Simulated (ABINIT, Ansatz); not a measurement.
Planning a run of ABINIT 10.8.3 on Ga2O3 (R-3c). The input:

```
acell 3*1.0 Angstrom
rprim 
  2.498699193881 1.442624652211 4.483549768500
  -2.498699193881 1.442624652211 4.483549768500
  0.000000000000 -2.885249304422 4.483549768500
ntypat 2
znucl 31 8
natom 10
typat 1 1 1 1 2 2 2 2 2 2
xred 
  0.855585580000 0.855585580000 0.855585580000
  0.644414420000 0.644414420000 0.644414420000
  0.144414420000 0.144414420000 0.144414420000
  0.355585580000 0.355585580000 0.355585580000
  0.750000000000 0.446832820000 0.053167180000
  0.446832820000 0.053167180000 0.750000000000
  0.053167180000 0.750000000000 0.446832820000
  0.250000000000 0.553167180000 0.946832820000
  0.946832820000 0.250000000000 0.553167180000
  0.553167180000 0.946832820000 0.250000000000
pp_dirpath "pseudos"
pseudos "Ga.upf, O.upf"
ecut 45
ngkpt 4 4 4
nshiftk 1
shiftk 0 0 0
kptopt 1
chksymbreak 0
istwfk *1
occopt 1
irdwfk 1
optdriver 4
nband 241
gwcalctyp 0
ecutsigx 45
symsigma 1
nkptgw 2
kptgw 
  0.2500000000 0.0000000000 0.0000000000
  0.0000000000 0.0000000000 0.0000000000
bdgw 
  59 62
  59 62
ecuteps 5.2
irdscr 1
ppmodel 4
indata_prefix "in"
outdata_prefix "out"
tmpdata_prefix "tmp"
```

```sh
OMP_NUM_THREADS=1 mpirun -n 16 abinit run.abi > log
```

How long will it take on 16 MPI ranks of Arm Neoverse V1, shared host, and how much memory?

It took 71 s; on shared hardware allow 36 s to 2.4 min. Peak host memory was 8.9 GiB.

[Paths, hosts, dates, memory and timing lines, banners, echoed tables and standing remarks are left out of the program output.]

[Logs are printed without paths, hosts, clocks, repeated set-up lines and the standing remarks that a program may print on its own settings, such as how far it seeks lower states.]

[Runs of the session that timed out or met a known fault of the program may be left out.]

[Hosts, paths, dates, database ids (printed as entryN), source tags and the programs' standing remarks are cut or masked in the printed files.]

[G0W0 gaps are taken among the corrected bands and points alone; a level outside them can change the order at an edge.]

[Where Ansatz stands beside ABINIT at settings called matched, ABINIT's density can come from a denser mesh and the files from another edition; pairs whose starting gaps differed by over 0.03 eV were left out, so agreement reads better than it is.]
